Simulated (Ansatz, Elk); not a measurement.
# Bonding as seen by X-rays: NaLiMnO2, part 2 of 2

The structure of NaLiMnO2 used here is made up (a known structure type with other elements) and was relaxed beforehand with PBEsol. The aim is the Fourier transform of its all-electron density, F(hkl), set beside the sum over free spherical atoms that refinements use.

Elk 11.2.3 (patched build); all-electron DFT.

So far. Step 2 (Ground state and structure factors): The ions are Na+, Li+, Mn2+ and O2−, by formal charge.

The structure was built from a prototype and need not be the compound's stable phase.

## Step 5: Another functional

Level of this step: DFT, PBEsol, all-electron APW+lo, Dirac cores, scalar-relativistic bands, static density, ferromagnetic start (Elk).

The difference from free atoms is small, so it is set against the change that PBEsol makes.

The input, elk.in:

```
tasks
  0
  195
  196

xctype
  22

spinpol
  .true.

rgkmax
  7.0

gmaxvr
  14.0

lmaxo
  7

lmaxapw
  8

swidth
  0.002

tshift
  .false.

ramdisk
  .false.

hmaxvr
  5.5

maxscl
  120

epspot
  1e-06

reducebf
  0.8

sppath
  './'

avec
  6.28209445703 -0.00000000000 0.00000000000
  -3.14104722851 5.44045338876 -0.00000000000
  0.00000000000 -0.00000000000 11.20069581796

atoms
  4
  'Mn.in'
  1
  -0.0000000000 0.0000000000 0.3798197266   0.000000 0.000000 -0.185000
  'Na.in'
  1
  0.3333333333 0.6666666667 0.9804979208   0.000000 0.000000 0.000000
  'O.in'
  2
  -0.0000000000 0.0000000000 0.7141469574   0.000000 0.000000 0.000000
  0.6666666667 0.3333333333 0.2489434461   0.000000 0.000000 0.000000
  'Li.in'
  1
  0.6666666667 0.3333333333 0.6783919491   0.000000 0.000000 0.000000

ngridk
  7 7 4
```

On the command line:

```
$ OMP_NUM_THREADS=4 elk
```

Numbers of over 12 decimals in the logs are rounded to 6 here.

Log:

```text
┌─────────────────────────┐
│ Elk code version 11.2.3 │
└─────────────────────────┘

All units are atomic (Hartree, Bohr, etc.)

┌─────────────────────────────────────────────────┐
│ Ground-state run starting from atomic densities │
└─────────────────────────────────────────────────┘

Lattice vectors :
   6.282094457      -0.000000000       0.000000000
  -3.141047229       5.440453389      -0.000000000
   0.000000000      -0.000000000       11.20069582

Reciprocal lattice vectors :
   1.000173644      0.5774505228       0.000000000
[...]
total charge                :    55.00000000
 error                       :   0.4929593606E-03

Moments :
 interstitial                :   0.5406584515
 muffin-tins
  species : 1 (Mn)
[...]
species : 2 (Na)
[...]
species : 3 (O)
[...]
atom 2                    :   0.1907557314
  species : 4 (Li)
   atom 1                    :   0.6526806046E-02
 total in muffin-tins        :    4.459328328
 total moment                :    4.999986779

┌──────────────────────────────┐
│ Self-consistent loop stopped │
└──────────────────────────────┘

Wrote STATE.OUT
[key lines of the parts left out:]
total energy                :     -1477.1904099819
```

Wall time 4.9 min (4 threads of Arm Neoverse V2, shared host); peak memory 0.32 GiB; 19 min of CPU time.

Against the first run R = 0.06 %; the largest change is -0.045 at 110. The moment goes from 5.00 to 5.00 μB.

## Step 6: A coarser k-mesh

About half the k-points along each axis test the sampling.

Changes to elk.in since step 5:

```diff
@@ -6,3 +6,3 @@
 xctype
-  22
+  20
 
@@ -69,2 +69,2 @@
 ngridk
-  7 7 4
+  4 4 2
```

On the command line:

```
$ OMP_NUM_THREADS=4 elk
```

Log:

```text
┌─────────────────────────┐
│ Elk code version 11.2.3 │
└─────────────────────────┘

All units are atomic (Hartree, Bohr, etc.)

┌─────────────────────────────────────────────────┐
│ Ground-state run starting from atomic densities │
└─────────────────────────────────────────────────┘

Lattice vectors :
   6.282094457      -0.000000000       0.000000000
  -3.141047229       5.440453389      -0.000000000
   0.000000000      -0.000000000       11.20069582

Reciprocal lattice vectors :
   1.000173644      0.5774505228       0.000000000
[...]
total charge                :    55.00000000
 error                       :   0.5009843134E-03

Moments :
 interstitial                :   0.5303970229
 muffin-tins
  species : 1 (Mn)
[...]
species : 2 (Na)
[...]
species : 3 (O)
[...]
atom 2                    :   0.1921511712
  species : 4 (Li)
   atom 1                    :   0.6041870158E-02
 total in muffin-tins        :    4.469584207
 total moment                :    4.999981230

┌──────────────────────────────┐
│ Self-consistent loop stopped │
└──────────────────────────────┘

Wrote STATE.OUT
[key lines of the parts left out:]
total energy                :     -1479.2368753883
```

Elapsed: 85 s, on 4 threads; peak memory 0.32 GiB; 4.3 min of CPU time.

Against the first run R = 0.00 %; the largest change is -0.002 at 002. The moment goes from 5.00 to 5.00 μB.

## Step 7: With a Hubbard U

A Hubbard U is put on the d shell, to see how far it moves the factors.

Changes to elk.in since step 6:

```diff
@@ -69,2 +69,6 @@
 ngridk
-  4 4 2
+  7 7 4
+
+dft+u
+  1 1
+  1 2 0.143322 0.000000
```

On the command line:

```
$ OMP_NUM_THREADS=4 elk
```

Log:

```text
┌─────────────────────────┐
│ Elk code version 11.2.3 │
└─────────────────────────┘

All units are atomic (Hartree, Bohr, etc.)

┌─────────────────────────────────────────────────┐
│ Ground-state run starting from atomic densities │
└─────────────────────────────────────────────────┘

Lattice vectors :
   6.282094457      -0.000000000       0.000000000
  -3.141047229       5.440453389      -0.000000000
   0.000000000      -0.000000000       11.20069582

Reciprocal lattice vectors :
   1.000173644      0.5774505228       0.000000000
[...]
error                       :   0.4834639310E-03

Moments :
 interstitial                :   0.4524497857
 muffin-tins
  species : 1 (Mn)
[...]
species : 2 (Na)
[...]
species : 3 (O)
[...]
atom 2                    :   0.1247849170
  species : 4 (Li)
   atom 1                    :   0.3177339950E-02
 total in muffin-tins        :    4.547553636
 total moment                :    5.000003422

┌──────────────────────────────┐
│ Self-consistent loop stopped │
└──────────────────────────────┘

Warning : forces or DFT+U at lmaxo under 8 : 7

Wrote STATE.OUT
[key lines of the parts left out:]
total energy                :     -1479.1856060783
```

Elapsed: 5.5 min, on 4 threads; peak memory 0.32 GiB; 21 min of CPU time.

Against the first run R = 0.03 %; the largest change is +0.033 at 011. The moment goes from 5.00 to 5.00 μB.

## Step 8: Settings against the effect

```tsv
run	R against the first run (%)	R against neutral atoms, low angle (%)	wall time
PBE, rgkmax 7	0.00	1.06	5 min
PBEsol	0.06	0.96	4.9 min
k-mesh 4×4×2	0.00	1.06	85 s
PBE+U	0.03	1.11	5.5 min
```

## Step 9: Outcome

```yaml
r_against_neutral_atoms_sin_theta_lambda_0p3_a_minus1: 1.06 %
r_against_neutral_atoms_0p3_to_0p82_a_minus1: 0.22 %
r_against_ions_below_0p3_a_minus1: 0.62 %
```

**Reading.** Independent neutral atoms miss the calculated amplitudes by R = 1.06 % below 0.3 Å⁻¹ and 0.22 % from there to 0.82 Å⁻¹; by shells, 0.26 % below 0.15 Å⁻¹ (1 form), 1.10 % 0.15 to 0.3 (7 forms), 0.19 % 0.3 to 0.45 (17 forms), 0.23 % above 0.45 (105 forms). Bonding, aspherical density and the tables' own atoms all enter these figures, and the runs don't part them. The largest change of an amplitude is -0.39 electrons, at 101. R counts amplitudes alone; phases shift too. Formal ions give R = 0.62 % at low angle, nearer than neutral atoms. The magnetic order is that of the start. No other order was tried here, and an antiferromagnetic one would change or move the magnetic intensity. The window's part falls from 17.0 electrons at the origin to at most 1.25 between 0.45 and 0.82 Å⁻¹, where compact states inside the window still scatter. Below 0.3 Å⁻¹ the changes that finished (PBEsol, k-mesh 4×4×2 and PBE+U) move F by R = 0.10 % at most, against the 1.06 % that separates it from free atoms. The magnetic factors move by R = 0.4 % (PBEsol), 0.1 % (k-mesh 4×4×2) and 5.0 % (PBE+U), so they aren't settled to better than that. The basis has no finished test. Part of the difference isn't bonding: the tables are fits to free atoms and ions calculated by other methods than this functional. Thermal motion, anomalous dispersion and extinction are left out.

[Logs are printed without paths, hosts, clocks, repeated set-up lines and the standing remarks that a program may print on its own settings, such as how far it seeks lower states.]

[Hosts, paths, dates, database ids (printed as entryN), source tags and the programs' standing remarks are cut or masked in the printed files.]
